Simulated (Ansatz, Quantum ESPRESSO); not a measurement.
# Work function of Ba(100), 5 layers, one monolayer of Au on top sites, part 3 of 7

How much energy does it take to lift an electron out of Ba(100), 5 layers, one monolayer of Au on top sites, and how far do the settings matter?

Quantum ESPRESSO 7.5; plane-wave DFT, PBE, GBRV ultrasoft pseudopotentials; geometry and cross-check by Ansatz 0.2.0 with PAW datasets.

So far. Step 3 (Self-consistent run): The run needed 27 iterations to bring the estimated error under 1e-07 Ry; the largest force on any atom, held or free, is 0.16 eV/Å. Step 4 (Potential by pp.x): The vacuum is flat to 2.9 meV/Å, so its level is well defined. Inside the slab the curve depends on the local part of the pseudopotentials; only the vacuum level has a meaning of its own.

### Step 5. Planar and running averages

average.x takes the planar mean and smooths it over a window of one repeat.

The input, avg.in:

```
1
pot.dat
1.0
463
3
4.7432125728
```

Run with:

```sh
> OMP_NUM_THREADS=1 average.x < avg.in > avg.out
```

The program printed:

```text
[banner, memory and clock lines left out]
Program AVERAGE v.7.5 starts

          URL

     Reading header from file  pot.dat
     Reading data from file  pot.dat
     Output written to file avg.dat

[...]
```

Wall time 1.6 s (1 MPI rank of Intel Xeon Platinum 8259CL at 2.50GHz (Skylake/Cascade Lake), shared host); peak memory 0.13 GiB.

Numbers from this step:

```
average.x's running mean inside the slab, on the run's own zero                  : -1.171 eV
mean potential by an exact Fourier window inside the slab, on the run's own zero : -1.171 eV
```

The potential energy (planar mean) oscillates, so the rows of the table below give means over windows of 1 Å about each position, cut where the curve ends. Its maxima inside the range that stand out by 2 % of the span (Å: eV): 9.6: -0.641, 12.0: -0.567, 14.6: -0.518, 17.5: 1.02, 22.0: 3.61, 28.0: 5.34. Its minima: 8.3: -3.74, 10.9: -3.24, 13.3: -3.35, 15.8: -3.61, 19.1: -3.93, 22.4: 3.34.

Electrostatic potential energy of an electron, with the sawtooth; zero at the Fermi level; window 2.5100 Å. Table of potential energy by z; means over each step:

```csv
z (Å),planar mean (eV),running mean (eV)
0,2.59,3.21
1,2.36,2.56
2,2.36,2.36
3,2.36,2.36
4,2.35,2.33
5,2.28,2.22
6,1.96,1.65
7,0.413,-0.154
8,-3.14,-1.94
9,-2.25,-2.31
10,-1.64,-2.15
11,-2.94,-2.06
12,-1.03,-2.09
13,-2.87,-2.12
14,-1.99,-2.10
15,-1.61,-2.17
16,-3.28,-1.98
17,-0.114,-1.00
18,-0.227,-1.10
19,-3.57,-1.87
20,-0.562,-0.412
21,2.99,2.18
22,3.43,3.53
23,4.35,4.34
24,5.26,5.05
25,5.33,5.31
26,5.33,5.33
27,5.33,5.30
28,5.19,4.70
```

Where the running mean is not flat inside, average.x's window, rounded to the grid, doesn't match the spacings there.

### Step 6. Density by pp.x

plot_num = 0 writes the valence density.

The input, rho.in:

```
&inputpp
  prefix = 'scf'
  outdir = './out'
  filplot = 'rho.dat'
  plot_num = 0
/
```

Run with:

```sh
> OMP_NUM_THREADS=1 mpirun -n 4 pp.x -in rho.in > rho.out
```

The program printed:

```text
[banner, memory and clock lines left out]
Program POST-PROC v.7.5 starts

          URL

     ./out/scf.save/

     IMPORTANT: XC functional enforced from input :
     Exchange-correlation= PBE
                           (   1   4   3   4   0   0   0)
     Any further DFT definition will be discarded
     Please, verify this is what you really want

     Check: negative core charge=   -0.000003

     negative rho (up, down):  4.432E-01 0.000E+00

     Adding external electric field

     Computed dipole along edir(3) :
        Dipole               -0.7807 Ry au,         -1.9844 Debye
        Dipole field         -0.0020 Ry au,

        Potential amp.        0.2093 Ry
        Total length         52.6825 bohr

     Calling punch_plot, plot_num =   0
     Writing data to file  rho.dat
     Message from routine chdens:
     namelist plot not found or invalid, exiting
```

The job ended after 3.3 s (4 MPI ranks; peak memory 1 GiB).

Numbers from this step:

| Quantity | Value |
| --- | --- |
| electrons by integration | 61.00 e |

The valence density, planar mean oscillates, so the rows of the table below give means over windows of 1 Å about each position, cut where the curve ends. Its maxima inside the range that stand out by 2 % of the span (Å: e/Å³): 8.0: 0.206, 8.6: 0.210, 10.5: 0.215, 11.2: 0.214, 13.0: 0.213, 13.6: 0.213, 15.6: 0.209, 16.3: 0.206, 18.8: 0.201, 19.4: 0.196, 22.0: 0.329. Its minima: 8.2: 0.198, 9.5: 0.0728, 10.8: 0.205, 12.1: 0.0710, 13.4: 0.204, 14.6: 0.0668, 15.9: 0.197, 17.5: 0.0365, 19.2: 0.189, 20.4: 0.0452.

Mean over planes. Table of valence density, planar mean by z; means over each step:

```csv
z (Å),"valence density, planar mean (e/Å³)"
2,8.1e-6
3,4.5e-5
4,2.4e-4
5,0.00117
6,0.00528
7,0.0437
8,0.189
9,0.151
10,0.140
11,0.205
12,0.0989
13,0.195
14,0.156
15,0.123
16,0.201
17,0.0800
18,0.0787
19,0.192
20,0.104
21,0.114
22,0.281
23,0.0603
24,0.00320
25,1.9e-4
26,1.3e-5
```

Valence density in the ca plane at fractional y = 0.000, with atoms of Ba and Au within 0.2 Å of it. It is the smooth field of the valence electrons, not physical close to the nuclei.

Values in e/Å³, 7 rows by 16 columns, each cell a mean:
```
0.9 1.0 0.2 0.0 0.0 0.2 1.0 0.9 0.5 2.5 1.0 0.0 0.0 0.0 0.0 0.0
0.3 0.4 0.1 0.0 0.0 0.1 0.4 0.3 0.1 0.4 0.2 0.0 0.0 0.0 0.0 0.0
0.0 0.1 0.0 0.0 0.0 0.0 0.0 0.0 0.0 0.0 0.0 0.0 0.0 0.0 0.0 0.0
0.0 0.0 0.0 0.0 0.0 0.0 0.0 0.0 0.0 0.0 0.0 0.0 0.0 0.0 0.0 0.0
0.1 0.1 0.0 0.0 0.0 0.0 0.1 0.0 0.0 0.1 0.0 0.0 0.0 0.0 0.0 0.0
0.5 0.7 0.1 0.0 0.0 0.1 0.7 0.5 0.2 0.8 0.3 0.0 0.0 0.0 0.0 0.0
0.9 0.7 0.3 0.0 0.0 0.3 0.6 0.9 0.7 3.2 1.3 0.0 0.0 0.0 0.0 0.0
```
Columns run along c (16.0 Å, from fractional 0.43 to 0.98 of the cell), rows up along a (5.0 Å). Atoms in or near the plane, at fractional coordinates: Ba at (0.46, 0.00), Ba at (0.66, 0.00), Au at (0.75, 0.00).

The density integrates to 61.000 electrons, as the 61 of the input ask.

### Step 7. Projections on atomic orbitals

projwfc.x splits the states by atom and orbital; the spilling says how much the atomic basis misses.

The input, pdos.in:

```
&projwfc
  prefix = 'scf'
  outdir = './out'
  filpdos = 'pdos'
  Emin = -7.078
  Emax = 4.922
  DeltaE = 0.1
  ngauss = 0
  degauss = 0.01
/
```

Run with:

```sh
> OMP_NUM_THREADS=1 mpirun -n 4 projwfc.x -in pdos.in > pdos.out
```

The program printed:

```text
[banner, memory and clock lines left out]
Program PROJWFC v.7.5 starts

          URL

     ./out/scf.save/

     IMPORTANT: XC functional enforced from input :
     Exchange-correlation= PBE
                           (   1   4   3   4   0   0   0)
     Any further DFT definition will be discarded
     Please, verify this is what you really want

     Check: negative core charge=   -0.000003

     negative rho (up, down):  4.432E-01 0.000E+00

     Adding external electric field

     Computed dipole along edir(3) :
        Dipole               -0.7807 Ry au,         -1.9844 Debye
        Dipole field         -0.0020 Ry au,

        Potential amp.        0.2093 Ry
        Total length         52.6825 bohr

     Gaussian broadening (read from input): ngauss,degauss=   0    0.010000

     Calling projwave ....
     one sub-group per band group will be used

     linear algebra parallelized on   4 procs

  Problem Sizes
  natomwfc =           74
  nx       =           37
  nbnd     =           37
  nkstot   =           20
  npwx     =         5335
  nkb      =          150

     Atomic states used for projection
     (read from pseudopotential files):

     state #   1: atom   1 (Ba ), wfc  1 (l=0 m= 1)
     state #   2: atom   1 (Ba ), wfc  2 (l=1 m= 1)
     state #   3: atom   1 (Ba ), wfc  2 (l=1 m= 2)
     state #   4: atom   1 (Ba ), wfc  2 (l=1 m= 3)
     state #   5: atom   1 (Ba ), wfc  3 (l=2 m= 1)
     state #   6: atom   1 (Ba ), wfc  3 (l=2 m= 2)
     state #   7: atom   1 (Ba ), wfc  3 (l=2 m= 3)
     state #   8: atom   1 (Ba ), wfc  3 (l=2 m= 4)
     state #   9: atom   1 (Ba ), wfc  3 (l=2 m= 5)
     state #  10: atom   1 (Ba ), wfc  4 (l=0 m= 1)
     state #  11: atom   1 (Ba ), wfc  5 (l=1 m= 1)
     state #  12: atom   1 (Ba ), wfc  5 (l=1 m= 2)
     state #  13: atom   1 (Ba ), wfc  5 (l=1 m= 3)
     state #  14: atom   2 (Ba ), wfc  1 (l=0 m= 1)
     state #  15: atom   2 (Ba ), wfc  2 (l=1 m= 1)
     state #  16: atom   2 (Ba ), wfc  2 (l=1 m= 2)
     state #  17: atom   2 (Ba ), wfc  2 (l=1 m= 3)
     state #  18: atom   2 (Ba ), wfc  3 (l=2 m= 1)
     state #  19: atom   2 (Ba ), wfc  3 (l=2 m= 2)
     state #  20: atom   2 (Ba ), wfc  3 (l=2 m= 3)
     state #  21: atom   2 (Ba ), wfc  3 (l=2 m= 4)
     state #  22: atom   2 (Ba ), wfc  3 (l=2 m= 5)
     state #  23: atom   2 (Ba ), wfc  4 (l=0 m= 1)
     state #  24: atom   2 (Ba ), wfc  5 (l=1 m= 1)
     state #  25: atom   2 (Ba ), wfc  5 (l=1 m= 2)
     state #  26: atom   2 (Ba ), wfc  5 (l=1 m= 3)
     state #  27: atom   3 (Ba ), wfc  1 (l=0 m= 1)
     state #  28: atom   3 (Ba ), wfc  2 (l=1 m= 1)
     state #  29: atom   3 (Ba ), wfc  2 (l=1 m= 2)
     state #  30: atom   3 (Ba ), wfc  2 (l=1 m= 3)
     state #  31: atom   3 (Ba ), wfc  3 (l=2 m= 1)
     state #  32: atom   3 (Ba ), wfc  3 (l=2 m= 2)
     state #  33: atom   3 (Ba ), wfc  3 (l=2 m= 3)
     state #  34: atom   3 (Ba ), wfc  3 (l=2 m= 4)
     state #  35: atom   3 (Ba ), wfc  3 (l=2 m= 5)
     state #  36: atom   3 (Ba ), wfc  4 (l=0 m= 1)
     state #  37: atom   3 (Ba ), wfc  5 (l=1 m= 1)
     state #  38: atom   3 (Ba ), wfc  5 (l=1 m= 2)
     state #  39: atom   3 (Ba ), wfc  5 (l=1 m= 3)
     state #  40: atom   4 (Ba ), wfc  1 (l=0 m= 1)
     state #  41: atom   4 (Ba ), wfc  2 (l=1 m= 1)
     state #  42: atom   4 (Ba ), wfc  2 (l=1 m= 2)
     state #  43: atom   4 (Ba ), wfc  2 (l=1 m= 3)
     state #  44: atom   4 (Ba ), wfc  3 (l=2 m= 1)
     state #  45: atom   4 (Ba ), wfc  3 (l=2 m= 2)
     state #  46: atom   4 (Ba ), wfc  3 (l=2 m= 3)
     state #  47: atom   4 (Ba ), wfc  3 (l=2 m= 4)
     state #  48: atom   4 (Ba ), wfc  3 (l=2 m= 5)
     state #  49: atom   4 (Ba ), wfc  4 (l=0 m= 1)
     state #  50: atom   4 (Ba ), wfc  5 (l=1 m= 1)
     state #  51: atom   4 (Ba ), wfc  5 (l=1 m= 2)
     state #  52: atom   4 (Ba ), wfc  5 (l=1 m= 3)
     state #  53: atom   5 (Ba ), wfc  1 (l=0 m= 1)
     state #  54: atom   5 (Ba ), wfc  2 (l=1 m= 1)
     state #  55: atom   5 (Ba ), wfc  2 (l=1 m= 2)
     state #  56: atom   5 (Ba ), wfc  2 (l=1 m= 3)
     state #  57: atom   5 (Ba ), wfc  3 (l=2 m= 1)
     state #  58: atom   5 (Ba ), wfc  3 (l=2 m= 2)
     state #  59: atom   5 (Ba ), wfc  3 (l=2 m= 3)
     state #  60: atom   5 (Ba ), wfc  3 (l=2 m= 4)
     state #  61: atom   5 (Ba ), wfc  3 (l=2 m= 5)
     state #  62: atom   5 (Ba ), wfc  4 (l=0 m= 1)
     state #  63: atom   5 (Ba ), wfc  5 (l=1 m= 1)
     state #  64: atom   5 (Ba ), wfc  5 (l=1 m= 2)
     state #  65: atom   5 (Ba ), wfc  5 (l=1 m= 3)
     state #  66: atom   6 (Au ), wfc  1 (l=2 m= 1)
     state #  67: atom   6 (Au ), wfc  1 (l=2 m= 2)
     state #  68: atom   6 (Au ), wfc  1 (l=2 m= 3)
     state #  69: atom   6 (Au ), wfc  1 (l=2 m= 4)
     state #  70: atom   6 (Au ), wfc  1 (l=2 m= 5)
     state #  71: atom   6 (Au ), wfc  2 (l=0 m= 1)
     state #  72: atom   6 (Au ), wfc  3 (l=1 m= 1)
     state #  73: atom   6 (Au ), wfc  3 (l=1 m= 2)
     state #  74: atom   6 (Au ), wfc  3 (l=1 m= 3)

[... projections of each state ...]
Lowdin Charges:

     Atom #   1: total charge =   9.8772, s =  2.5789,
     Atom #   1: total charge =   9.8772, p =  6.4917, pz=  2.1449, px=  2.1734, py=  2.1734,
     Atom #   1: total charge =   9.8772, d =  0.8065, dz2=  0.1752, dxz=  0.1152, dyz=  0.1152, dx2-y2=  0.2542, dxy=  0.1467,
     Atom #   2: total charge =  10.1196, s =  2.3779,
     Atom #   2: total charge =  10.1196, p =  6.6199, pz=  2.2095, px=  2.2052, py=  2.2052,
     Atom #   2: total charge =  10.1196, d =  1.1218, dz2=  0.2699, dxz=  0.1749, dyz=  0.1749, dx2-y2=  0.3086, dxy=  0.1934,
     Atom #   3: total charge =  10.0254, s =  2.3869,
     Atom #   3: total charge =  10.0254, p =  6.5614, pz=  2.1892, px=  2.1861, py=  2.1861,
     Atom #   3: total charge =  10.0254, d =  1.0771, dz2=  0.2858, dxz=  0.1594, dyz=  0.1594, dx2-y2=  0.2918, dxy=  0.1807,
     Atom #   4: total charge =  10.0112, s =  2.4708,
     Atom #   4: total charge =  10.0112, p =  6.6104, pz=  2.2139, px=  2.1982, py=  2.1982,
     Atom #   4: total charge =  10.0112, d =  0.9300, dz2=  0.2156, dxz=  0.1745, dyz=  0.1745, dx2-y2=  0.2138, dxy=  0.1516,
     Atom #   5: total charge =   9.7814, s =  2.4163,
     Atom #   5: total charge =   9.7814, p =  6.5183, pz=  2.3001, px=  2.1091, py=  2.1091,
     Atom #   5: total charge =   9.7814, d =  0.8469, dz2=  0.4199, dxz=  0.1409, dyz=  0.1409, dx2-y2=  0.0835, dxy=  0.0615,
     Atom #   6: total charge =  11.1400, s =  1.2322,
     Atom #   6: total charge =  11.1400, p =  0.1946, pz=  0.1212, px=  0.0367, py=  0.0367,
     Atom #   6: total charge =  11.1400, d =  9.7132, dz2=  1.9175, dxz=  1.9120, dyz=  1.9120, dx2-y2=  1.9837, dxy=  1.9881,
     Spilling Parameter:   0.0007
```

Elapsed: 4.7 s, on 4 MPI ranks; peak memory 0.38 GiB.

Read from the output:

* spilling of the projection: 7.00e-4

Projected DOS an atom over height of the atomic layer and energy from the Fermi level. Columns are the atomic layers from the bottom up.

Values in states/eV, 22 rows by 6 columns, each cell a mean:
```
3.5 2.2 2.0 2.8 1.7 0.1
1.9 1.7 1.7 2.7 1.3 0.3
1.6 1.7 1.5 1.3 0.7 0.2
1.3 1.5 1.5 1.3 0.9 0.7
0.6 0.6 0.5 0.6 1.0 1.5
0.4 0.5 0.5 0.5 0.6 0.7
0.2 0.2 0.2 0.3 0.3 7.7
0.1 0.2 0.2 0.2 0.4 8.0
0.0 0.0 0.0 0.1 0.6 8.6
0.0 0.0 0.0 0.0 0.0 0.0
0.0 0.0 0.0 0.0 0.0 0.0
0.0 0.0 0.0 0.0 0.0 0.0
0.0 0.0 0.0 0.0 0.0 0.0
0.0 0.0 0.0 0.0 0.0 0.0
0.0 0.0 0.0 0.0 0.0 0.0
0.0 0.0 0.0 0.0 0.0 0.0
0.0 0.0 0.0 0.0 0.0 0.0
0.0 0.0 0.0 0.0 0.0 0.0
0.0 0.0 0.0 0.0 0.0 0.0
0.0 0.0 0.0 0.0 0.0 0.0
0.0 0.0 0.0 0.0 0.0 0.0
0.0 0.0 0.0 0.0 0.0 0.0
```
Columns: height of the atomic layer (Å) from 8.3 to 21.9 (not evenly spaced); rows upwards: energy from the Fermi level (eV) from -8.00 to 0.600.

The atomic orbitals miss 0.1 % of the occupied states; for empty states the projections can miss much more.

(Part 3 of 7 ends here.)

[Logs are printed without paths, hosts, clocks, repeated set-up lines and the standing remarks that a program may print on its own settings, such as how far it seeks lower states.]

[Hosts, paths, dates, database ids (printed as entryN), source tags and the programs' standing remarks are cut or masked in the printed files.]

[Maps of the electrostatic potential energy from Ansatz leave out the sawtooth potential of an applied field or a dipole correction, so their vacuum need not be flat; planar profiles and work functions include it.]
